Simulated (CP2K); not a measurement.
Two runs for the C K edge of cyanopyrazine. Run A: CP2K XAS_TDP, all-electron GAPW, PBEh(45%), aug-cc-pVDZ, TDA, no relativity. Run B differs in one setting.

First lines with a strength over 0.0015. A:

```
                     atom  energy (eV)  states  strength, one atom
   C2 (bonded to C and N)       281.77       1              0.0293
                                282.38       1              0.0554
                                283.97       1              0.0039
                                285.29       1              0.0291
                                287.40       1              0.0021
 C3 (bonded to 2 C and N)       282.17       1              0.0446
                                284.15       1              0.0018
                                286.32       1              0.0044
                                287.07       1              0.0066
                                287.60       1              0.0115
C4 (bonded to C, N and H)       281.59       1              0.0571
                                286.10       1              0.0145
                                287.10       1              0.0054
                                287.59       1              0.0050
                                287.61       1              0.0037
C6 (bonded to C, N and H)       281.34       1              0.0524
                                283.43       1              0.0027
                                285.80       1              0.0138
                                286.91       1              0.0033
                                287.19       1              0.0111
C7 (bonded to C, N and H)       281.59       1              0.0516
                                283.00       1              0.0038
                                285.75       1              0.0138
                                286.79       1              0.0033
                                287.16       1              0.0105
```

B:

```
                     atom  energy (eV)  states  strength, one atom
   C2 (bonded to C and N)       288.24       1              0.0287
                                288.85       1              0.0541
                                290.43       1              0.0038
                                291.75       1              0.0284
                                293.87       1              0.0021
 C3 (bonded to 2 C and N)       287.55       1              0.0438
                                289.52       1              0.0017
                                291.70       1              0.0043
                                292.45       1              0.0065
                                292.98       1              0.0113
C4 (bonded to C, N and H)       287.22       1              0.0560
                                291.73       1              0.0142
                                292.72       1              0.0053
                                293.21       1              0.0049
                                293.23       1              0.0036
C6 (bonded to C, N and H)       287.00       1              0.0513
                                289.09       1              0.0027
                                291.46       1              0.0136
                                292.58       1              0.0032
                                292.85       1              0.0109
C7 (bonded to C, N and H)       287.31       1              0.0506
                                288.72       1              0.0038
                                291.47       1              0.0135
                                292.50       1              0.0032
                                292.88       1              0.0103
```

Q: Which was it: GW2X switched on, scalar relativity switched on, the functional, the basis?

GW2X switched on. GW2X shifts an atom's lines together and keeps their spacings. Against PBEh(45%) in aug-cc-pVDZ, the leading lines move by +6.47 eV (C2, to 288.24), +5.38 eV (C3, to 287.55), +5.63 eV (C4, to 287.22), +5.66 eV (C6, to 287.00) and +5.72 eV (C7, to 287.31).

[Banner, clock and machine lines of the logs are left out without a mark of their own.]

[Logs are printed without paths, hosts, clocks, repeated set-up lines and the standing remarks that a program may print on its own settings, such as how far it seeks lower states.]

[Hosts, paths, dates, database ids (printed as entryN), source tags and the programs' standing remarks are cut or masked in the printed files.]
